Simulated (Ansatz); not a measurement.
# Lattice dynamics of (AlN)2(ZnO)2 [0001] superlattice, started as wurtzite

Aim: the vibrations of (AlN)2(ZnO)2 [0001] superlattice, started as wurtzite, their spectra, and whether the structure is stable.

Calculated with Ansatz 0.2.0; DFT LDA, scalar-relativistic, plane waves, PAW.

Report form: the programs' logs are mostly left out.

The structure was built from a prototype and need not be the compound's stable phase.

## (1) The structure

Symmetry: P3m1, No. 156, trigonal system. Conventional cell: a = 3.180 Å, b = 3.180 Å, c = 10.190 Å, α = 90.00°, β = 90.00°, γ = 120.00°. Nearest to Al lie 1 N at 1.91 Å and 3 O at 1.94 Å. Nearest to Al lie 4 N at 1.91 to 1.94 Å. Nearest to N lie 4 Al at 1.91 to 1.94 Å. Nearest to N lie 1 Al at 1.91 Å and 3 Zn at 1.94 Å. Nearest to O lie 4 Zn at 1.91 to 1.94 Å. O has 1 Zn at 1.91 Å and 3 Al at 1.94 Å nearest. Farther neighbours and most contacts between anions are not listed.

## (2) Rough relaxation

A rough relaxation comes first, because large forces or stress need no tight tolerances yet.

input.yaml reads:

```yaml
crystal:
  lattice:
    - [3.18, 0.0, 0.0]
    - [-1.59, 2.75396, 0.0]
    - [0.0, 0.0, 10.19]
  atoms:
    - { symbol: Al, position: [0.333333, 0.666667, 0.0] }
    - { symbol: Al, position: [0.666667, 0.333333, 0.25] }
    - { symbol: "N", position: [0.333333, 0.666667, 0.1875] }
    - { symbol: "N", position: [0.666667, 0.333333, 0.4375] }
    - { symbol: O, position: [0.333333, 0.666667, 0.6875] }
    - { symbol: O, position: [0.666667, 0.333333, 0.9375] }
    - { symbol: Zn, position: [0.333333, 0.666667, 0.5] }
    - { symbol: Zn, position: [0.666667, 0.333333, 0.75] }
kpoints:
  mp_grid: { grid: [9, 9, 2] }
hamiltonian:
  xc: lda
scf:
  occupations: { method: gaussian, width: 0.1 }
output:
  forces: true
  stress: true
  eigenvalues: true
relax:
  adjacent_minimum: "off"
  f_tol: 0.05
  max_steps: 80
  cell: { stress_tol: 0.5 }
```

Run with:

```bash
$ ansatz run input.yaml --threads 8 --pin off --max-ram 14336MiB --backend cpu --events-out ev --progress --plain --runs-dir out
```

Wall time 13 s (8 threads of Intel Xeon 6975P-C (Granite Rapids), shared host); peak memory 0.57 GiB.

Step by step:

| step | energy less that of the first step (eV) | largest force component (eV/Å) | pressure (GPa) | volume (Å³) |
| --- | --- | --- | --- | --- |
| 1 | 0.0000 | 2.3214 | -3.59 | 89.24 |
| 2 | -0.3199 | 1.7622 | -2.00 | 88.26 |
| 3 | -0.6291 | 0.9491 | 2.15 | 86.99 |
| 4 | -0.7432 | 0.3215 | 0.41 | 88.63 |
| 5 | -0.7823 | 0.2242 | -0.09 | 88.60 |
| 6 | -0.9915 | 0.6489 | -2.28 | 87.44 |
| 7 | -1.3137 | 1.5416 | -3.51 | 85.32 |
| 8 | -1.5983 | 1.3668 | 1.29 | 81.49 |
| 9 | -1.7571 | 1.0194 | 3.61 | 80.25 |
| 10 | -1.8022 | 0.4759 | -3.08 | 83.00 |
| 11 | -1.3745 | 4.1209 | 5.23 | 81.25 |
| 12 | -1.8588 | 0.2242 | 1.99 | 81.14 |
| 13 | -1.8660 | 0.1119 | -0.17 | 81.92 |
| 14 | -1.8671 | 0.0126 | 0.00 | 81.85 |
| 15* | -1.8645 | 0.0121 | -0.12 | 81.85 |
| 16 | -1.8653 | 0.0278 | 0.01 | 81.79 |
| 17* | -1.8650 | 0.0279 | 0.01 | 81.79 |

Relaxation steps marked * repeat the geometry before them on a plane-wave basis chosen anew for their cell, so energy and pressure can jump there. Relaxation step 11 was tried and not accepted.

The run keeps the 6 symmetry operations that it works with, so distortions that break them were not tested.

| cell as run | before | after | change |
| --- | --- | --- | --- |
| a (Å) | 3.180 | 3.271 | +2.9 % |
| b (Å) | 3.180 | 3.271 | +2.9 % |
| c (Å) | 10.190 | 8.828 | -13.4 % |
| volume (Å³/atom) | 11.15 | 10.22 | -8.4 % |

The atoms that moved most (Å, as changes of fractional coordinates times the final cell):

| atom | dx | dy | dz | length |
| --- | --- | --- | --- | --- |
| O5 | 0.000 | 0.000 | 0.684 | 0.684 |
| Zn8 | 0.000 | 0.000 | -0.558 | 0.558 |
| Zn7 | 0.000 | 0.000 | -0.361 | 0.361 |
| O6 | 0.000 | 0.000 | 0.356 | 0.356 |
| Al1 | 0.000 | 0.000 | -0.234 | 0.234 |
| N4 | 0.000 | 0.000 | 0.199 | 0.199 |
| Al2 | 0.000 | 0.000 | -0.131 | 0.131 |
| N3 | 0.000 | 0.000 | 0.046 | 0.046 |

A gap read on the k-mesh alone can miss the band edges.

Numbers from this step:

* pressure: 0.006298 GPa
* volume per atom: 10.22 Å³
* gap on the k-mesh: 0.6876 eV
* direct gap on mesh: 0.6894 eV

In this step the volume went from 11.15 to 10.22 Å³/atom.

## (3) Relaxation

The cell and atoms are relaxed, since residual forces and stress would shift the frequencies.

input.yaml reads:

```yaml
crystal:
  lattice:
    - [3.2707745736, 0.0, 0.0]
    - [-1.6353872868, 2.8325738708, 0.0]
    - [0.0, 0.0, 8.8278310285]
  atoms:
    - { symbol: Al, position: [0.3333333333, 0.6666666667, -0.0265297874] }
    - { symbol: Al, position: [0.6666666667, 0.3333333333, 0.2351310785] }
    - { symbol: "N", position: [0.3333333333, 0.6666666667, 0.192701422] }
    - { symbol: "N", position: [0.6666666667, 0.3333333333, 0.4600586319] }
    - { symbol: O, position: [0.3333333333, 0.6666666667, 0.7649699113] }
    - { symbol: O, position: [0.6666666667, 0.3333333333, 0.9777810695] }
    - { symbol: Zn, position: [0.3333333333, 0.6666666667, 0.4590640337] }
    - { symbol: Zn, position: [0.6666666667, 0.3333333333, 0.6868236404] }
kpoints:
  mp_grid: { grid: [9, 9, 4] }
hamiltonian:
  xc: lda
scf:
  occupations: { method: gaussian, width: 0.02 }
output:
  forces: true
  stress: true
  eigenvalues: true
  write_density: true
  write_potential: true
  elf: true
  volumetric_format: npy
relax:
  adjacent_minimum: "off"
  f_tol: 0.005
  max_steps: 80
  cell: { stress_tol: 0.05 }
```

Wall time 3.7 s (8 threads); peak memory 0.58 GiB; 25 s of CPU time.

Little changed from the start: no atom moved by 0.005 Å and no cell edge by 0.1 %.

Numbers from this step:

```
pressure           : 0.002426 GPa
gap on the k-mesh  : 0.6900 eV
direct gap on mesh : 0.6918 eV
```

Electrostatic potential energy in the ac plane at fractional y = 0.333, with atoms of Al and N and O and Zn within 0.2 Å of it. With pseudopotentials it is smooth inside the atoms' cores, unlike the true potential.

Ten even steps from '_' (-37 eV) to '@' (12 eV), each cell a mean:
```
%%%%######%%%%%%++::________--##@@
@@%%%%%%%%%%@@@@%%++--::::==**@@@@
@@@@@@@@@@@@@@@@@@@@@@%%%%@@@@@@@@
@@@@@@@@@@@@@@@@@@@@@@@@@@@@@@@@@@
@@@@@@@@@@@@@@@@@@%%%%%%%%%%@@@@@@
@@@@@@@@@@@@@@%%##++==----==++##@@
@@@@@@@@@@@@@@**==::..____..::++##
@@@@@@@@@@@@%%**--..________::==##
@@@@@@@@@@@@@@##++--::..::::==**%%
@@@@@@@@@@@@@@@@%%##********%%@@@@
@@@@@@@@@@@@@@@@@@@@%%##%%%%@@@@@@
@@@@@@%%@@@@@@@@%%++::..::--**@@@@
@@%%%%%%%%%%@@@@**..________--##@@
@@@@%%%%%%@@@@@@##--______..==%%@@
@@@@@@@@@@@@@@@@@@%%**++**##%%@@@@
@@@@@@@@@@@@@@@@@@%%######%%%%@@@@
@@@@@@@@@@@@@@%%****++****++**##%%
%%@@@@@@@@@@%%**++**##%%%%##****##
%%@@@@@@@@@@%%**++**##%%%%##****##
@@@@@@@@@@@@@@%%**++**********##%%
@@@@@@@@@@@@@@@@%%##########%%%%@@
@@@@@@@@@@@@@@@@@@@@@@@@@@@@@@@@@@
@@@@%%%%@@@@@@@@@@%%##****##@@@@@@
%%%%######%%%%@@##--..____..==%%@@
```
Columns run along a (3.3 Å; values clipped at the 3rd and 97th percentile), rows up along c (8.8 Å). Atoms in or near the plane, at fractional coordinates: Al at (0.67, 0.24), N at (0.67, 0.46), O at (0.67, 0.98), Zn at (0.67, 0.69).

ELF in the ac plane at fractional y = 0.333, with atoms of Al and N and O and Zn within 0.2 Å of it. It is the smooth field of the valence electrons, not physical close to the nuclei.

Ten even steps from '_' (0.00) to '@' (0.82), each cell a mean:
```
##--......==##@@@@@@##====##@@@@%%
==::......::++##@@@@@@@@@@@@@@%%**
..............::==**##%%####++==::
..::--==--::..........::::........
--==****++==::....................
--++**##**++::....................
::--++++++--::....____________....
....::::::........____________....
..............::....________..::..
..............::::::::::::::::::::
::........::--==****########**++==
--::::::::::==##@@@@%%####%%@@%%**
--::::::::::==%%@@%%==..::**@@@@##
--::::::::::==##@@@@##++++%%@@@@**
::::......::--**%%@@@@@@@@@@@@##++
::..........::--++##%%@@@@%%**==--
::::------::::::::::::::::::::::::
**************==..____________::++
%%%%%%%%%%%%%%**--____________==##
##%%%%%%%%%%##**--..________..==**
==++******++==--::..::::::....::--
..::--==--::....::==++****++--::..
::..........::==**%%@@@@@@@@%%++--
++::......--**%%@@@@%%####@@@@@@##
```
Columns run along a (3.3 Å), rows up along c (8.8 Å). Atoms in or near the plane, at fractional coordinates: Al at (0.67, 0.24), N at (0.67, 0.46), O at (0.67, 0.98), Zn at (0.67, 0.69).

Valence density in the ac plane at fractional y = 0.333, with atoms of Al and N and O and Zn within 0.2 Å of it. It is the smooth field of the valence electrons, not physical close to the nuclei.

Values in e/Å³, 24 rows by 14 columns, each cell a mean:
```
 0  0  0  0  0  0  1  3  5  7  6  4  2  1
 0  0  0  0  0  0  1  1  3  4  3  2  1  0
 0  0  0  0  0  0  0  0  1  1  1  0  0  0
 0  0  0  0  0  0  0  0  0  0  0  0  0  0
 0  0  0  0  0  0  0  0  0  0  0  0  0  0
 0  0  0  0  0  0  0  1  1  2  2  1  0  0
 0  0  0  0  0  0  1  2  9 18 14  5  1  0
 0  0  0  0  0  0  1  4 15 33 25  8  2  1
 0  0  0  0  0  0  1  1  3  6  5  2  1  0
 0  0  0  0  0  0  0  0  1  1  1  1  0  0
 0  0  0  0  0  0  0  1  1  1  1  1  0  0
 0  0  0  0  0  0  1  1  2  2  2  2  1  0
 0  0  0  0  0  1  1  2  3  4  3  3  1  1
 0  0  0  0  0  0  1  2  3  3  3  2  1  1
 0  0  0  0  0  0  0  1  1  1  1  1  1  0
 0  0  0  0  0  0  0  0  0  1  0  0  0  0
 0  0  0  0  0  0  0  0  0  0  0  0  0  0
 0  0  0  0  0  0  0  0  0  0  0  0  0  0
 0  0  0  0  0  0  0  0  0  0  0  0  0  0
 0  0  0  0  0  0  0  0  0  0  0  0  0  0
 0  0  0  0  0  0  0  0  0  0  0  0  0  0
 0  0  0  0  0  0  0  0  0  0  0  0  0  0
 0  0  0  0  0  0  0  1  1  2  2  1  1  0
 0  0  0  0  0  0  1  2  4  6  5  3  1  1
```
Columns run along a (3.3 Å), rows up along c (8.8 Å). Atoms in or near the plane, at fractional coordinates: Al at (0.67, 0.24), N at (0.67, 0.46), O at (0.67, 0.98), Zn at (0.67, 0.69).

In this step the volume went from 10.22 to 10.22 Å³/atom.

## (4) Relaxing to small forces for the phonons

Phonons need a cell at rest on their own settings, so the relaxation is repeated with tight tolerances on forces and stress, using the mesh and the filling of the phonon run that follows.

input.yaml reads:

```yaml
crystal:
  lattice:
    - [3.2709360915, 0.0, 0.0]
    - [-1.6354680458, 2.8327137494, 0.0]
    - [0.0, 0.0, 8.8275087996]
  atoms:
    - { symbol: Al, position: [0.3333333333, 0.6666666667, -0.0264616805] }
    - { symbol: Al, position: [0.6666666667, 0.3333333333, 0.2350444709] }
    - { symbol: "N", position: [0.3333333333, 0.6666666667, 0.1925578019] }
    - { symbol: "N", position: [0.6666666667, 0.3333333333, 0.4599432607] }
    - { symbol: O, position: [0.3333333333, 0.6666666667, 0.7651188459] }
    - { symbol: O, position: [0.6666666667, 0.3333333333, 0.9778294365] }
    - { symbol: Zn, position: [0.3333333333, 0.6666666667, 0.4591218276] }
    - { symbol: Zn, position: [0.6666666667, 0.3333333333, 0.6868460369] }
kpoints:
  mp_grid: { grid: [9, 9, 4] }
hamiltonian:
  xc: lda
scf:
  occupations: { method: fixed }
output:
  forces: true
  stress: true
  eigenvalues: true
relax:
  adjacent_minimum: "off"
  f_tol: 0.001
  max_steps: 60
  cell: { stress_tol: 0.01 }
```

It took 3.6 s on 8 threads; peak memory 0.57 GiB.

Little changed from the start: no atom moved by 0.005 Å and no cell edge by 0.1 %.

This step gave:

| Property | Result |
| --- | --- |
| pressure | -4.76e-4 GPa |
| gap on the k-mesh | 0.6895 eV |
| direct gap on mesh | 0.6914 eV |

The largest force component left is 0.69 meV/Å and the pressure is 0.000 GPa, within the tolerances set. The cell now holds 10.22 Å³/atom.

## (5) Modes at Γ

The zone centre is the only wavevector solved here; it holds the modes that light can see, as far as symmetry allows. The response to a homogeneous field gives the Born charges and the dielectric tensor, and its change with displacement the Raman tensors.

input.yaml reads:

```yaml
crystal:
  lattice:
    - [3.2710802479, 0.0, 0.0]
    - [-1.635540124, 2.8328385925, 0.0]
    - [0.0, 0.0, 8.8267919298]
  atoms:
    - { symbol: Al, position: [0.3333333333, 0.6666666667, -0.0264631935] }
    - { symbol: Al, position: [0.6666666667, 0.3333333333, 0.2350266472] }
    - { symbol: "N", position: [0.3333333333, 0.6666666667, 0.1925500249] }
    - { symbol: "N", position: [0.6666666667, 0.3333333333, 0.4599376744] }
    - { symbol: O, position: [0.3333333333, 0.6666666667, 0.7650982533] }
    - { symbol: O, position: [0.6666666667, 0.3333333333, 0.9778311804] }
    - { symbol: Zn, position: [0.3333333333, 0.6666666667, 0.4591549963] }
    - { symbol: Zn, position: [0.6666666667, 0.3333333333, 0.6868644168] }
kpoints:
  mp_grid: { grid: [9, 9, 4] }
hamiltonian:
  xc: lda
scf:
  occupations: { method: fixed }
output:
  eigenvalues: true
phonons:
  method: dfpt
  dielectric: true
  rigid_motions: translations
  raman: true
```

The job ended after 9.7 min (8 threads; peak memory 6.4 GiB).

Numbers from this step:

```yaml
sum_rule_residual_before_enforcement: 2.67e-4 eV/Å²
miss_of_the_charge_sum_rule: 0.007849 e
estimated_error_of_the_dielectric_tensor: 0.02460
estimated_error_of_the_born_charges: 0.03221 e
point_group: 3m
highest_optical_mode_at_the_zone_centre_no_lo_to_term: 701.2 cm⁻¹
lowest_optical_zone_centre_mode: 107.3 cm⁻¹
mean_high_frequency_dielectric_constant: 4.935
largest_born_charge_third_of_the_trace: 2.974 e
mean_static_dielectric_constant: 14.12
top_of_the_zone_centre_spectrum_with_the_field: 788.2 cm⁻¹
```

Without the LO-TO term. Patterns of degenerate modes are one choice out of their space. Modes at Γ, with each element's share of the kinetic energy:

| mode | frequency (cm⁻¹) | symmetry | Al % | N % | O % | Zn % |
| --- | --- | --- | --- | --- | --- | --- |
| 1 | 0.0 | acoustic | 22 | 11 | 13 | 53 |
| 2 | 0.0 | acoustic | 22 | 11 | 13 | 53 |
| 3 | 0.0 | acoustic | 22 | 11 | 13 | 53 |
| 4 | 107.3 | E | 2 | 8 | 6 | 83 |
| 5 | 107.3 | E | 2 | 8 | 6 | 83 |
| 6 | 154.4 | A1 | 8 | 6 | 31 | 55 |
| 7 | 157.2 | E | 41 | 12 | 12 | 35 |
| 8 | 157.2 | E | 41 | 12 | 12 | 35 |
| 9 | 224.8 | A1 | 5 | 3 | 16 | 76 |
| 10 | 262.9 | E | 72 | 13 | 11 | 4 |
| 11 | 262.9 | E | 72 | 13 | 11 | 4 |
| 12 | 310.5 | A1 | 71 | 7 | 11 | 11 |
| 13 | 382.6 | E | 6 | 0 | 85 | 9 |
| 14 | 382.6 | E | 6 | 0 | 85 | 9 |
| 15 | 482.6 | A1 | 48 | 43 | 10 | 0 |
| 16 | 533.3 | E | 29 | 1 | 70 | 0 |
| 17 | 533.3 | E | 29 | 1 | 70 | 0 |
| 18 | 571.3 | A1 | 3 | 14 | 81 | 3 |
| 19 | 616.7 | E | 0 | 84 | 0 | 15 |
| 20 | 616.7 | E | 0 | 84 | 0 | 15 |
| 21 | 622.5 | E | 28 | 70 | 2 | 0 |
| 22 | 622.5 | E | 28 | 70 | 2 | 0 |
| 23 | 685.6 | A1 | 32 | 46 | 21 | 1 |
| 24 | 701.2 | A1 | 12 | 70 | 17 | 1 |

Displacements in mode 4 (107.3 cm⁻¹), the largest set to 1:
```
Al1  0.00 -0.25  0.00
Al2  0.00  0.23  0.00
N3   0.00  0.14  0.00
N4   0.00  0.95  0.00
O5   0.00 -0.74  0.00
O6   0.00 -0.24  0.00
Zn7  0.00  1.00  0.00
Zn8  0.00 -0.98  0.00
```

Displacements in mode 6 (154.4 cm⁻¹), the largest set to 1:
```
Al1  0.00  0.00 -0.45
Al2  0.00  0.00 -0.03
N3   0.00  0.00 -0.47
N4   0.00  0.00 -0.23
O5   0.00  0.00 -0.60
O6   0.00  0.00 -1.00
Zn7  0.00  0.00  0.76
Zn8  0.00  0.00 -0.02
```

Optical modes at the zone centre, without and with the macroscopic field of the longitudinal modes; each column is sorted by frequency, so a row need not hold one and the same mode. Modes with and without the field, by row:

| rank among optical modes | no field (cm⁻¹) | q along (1, 0, 0) (cm⁻¹) | q along (0, 0, 1) (cm⁻¹) |
| --- | --- | --- | --- |
| 1 | 107.3 | 107.3 | 107.3 |
| 2 | 107.3 | 108.1 | 107.3 |
| 3 | 154.4 | 154.4 | 157.2 |
| 4 | 157.2 | 157.2 | 157.2 |
| 5 | 157.2 | 157.9 | 187.2 |
| 6 | 224.8 | 224.8 | 261.1 |
| 7 | 262.9 | 262.9 | 262.9 |
| 8 | 262.9 | 263.1 | 262.9 |
| 9 | 310.5 | 310.5 | 332.2 |
| 10 | 382.6 | 382.6 | 382.6 |
| 11 | 382.6 | 411.2 | 382.6 |
| 12 | 482.6 | 482.6 | 533.3 |
| 13 | 533.3 | 533.3 | 533.3 |
| 14 | 533.3 | 560 | 554.1 |
| 15 | 571.3 | 571.3 | 616.7 |
| 16 | 616.7 | 616.7 | 616.7 |
| 17 | 616.7 | 618.9 | 622.5 |
| 18 | 622.5 | 622.5 | 622.5 |
| 19 | 622.5 | 685.6 | 631.7 |
| 20 | 685.6 | 701.2 | 695.2 |
| 21 | 701.2 | 758.3 | 788.2 |

Born charge (rows field, columns displacement) (e), principal values of the symmetric part by kind of site:

| atom | atoms with these values | low | middle | high | mean |
| --- | --- | --- | --- | --- | --- |
| Al1 | 1 | 2.65 | 2.65 | 3.62 | 2.97 |
| Al2 | 1 | 2.50 | 2.50 | 2.90 | 2.64 |
| N3 | 1 | -2.66 | -2.50 | -2.50 | -2.55 |
| N4 | 1 | -2.41 | -2.41 | -2.25 | -2.36 |
| O5 | 1 | -2.71 | -2.04 | -2.04 | -2.27 |
| O6 | 1 | -2.58 | -2.14 | -2.14 | -2.29 |
| Zn7 | 1 | 1.31 | 1.97 | 1.97 | 1.75 |
| Zn8 | 1 | 1.97 | 1.97 | 2.37 | 2.10 |

In full for N3:

```
-2.50  0.00  0.00
 0.00 -2.50  0.00
 0.00  0.00 -2.66
```

High-frequency dielectric tensor:

```
5.00 0.00 0.00
0.00 5.00 0.00
0.00 0.00 4.80
```

Static dielectric tensor (ions relaxed, fixed cell):

```
 9.78  0.00  0.00
 0.00  9.78  0.00
 0.00  0.00 22.80
```

[end of part 1 of 2]

[Logs are printed without paths, hosts, clocks, repeated set-up lines and the standing remarks that a program may print on its own settings, such as how far it seeks lower states.]

[Hosts, paths, dates, database ids (printed as entryN), source tags and the programs' standing remarks are cut or masked in the printed files.]
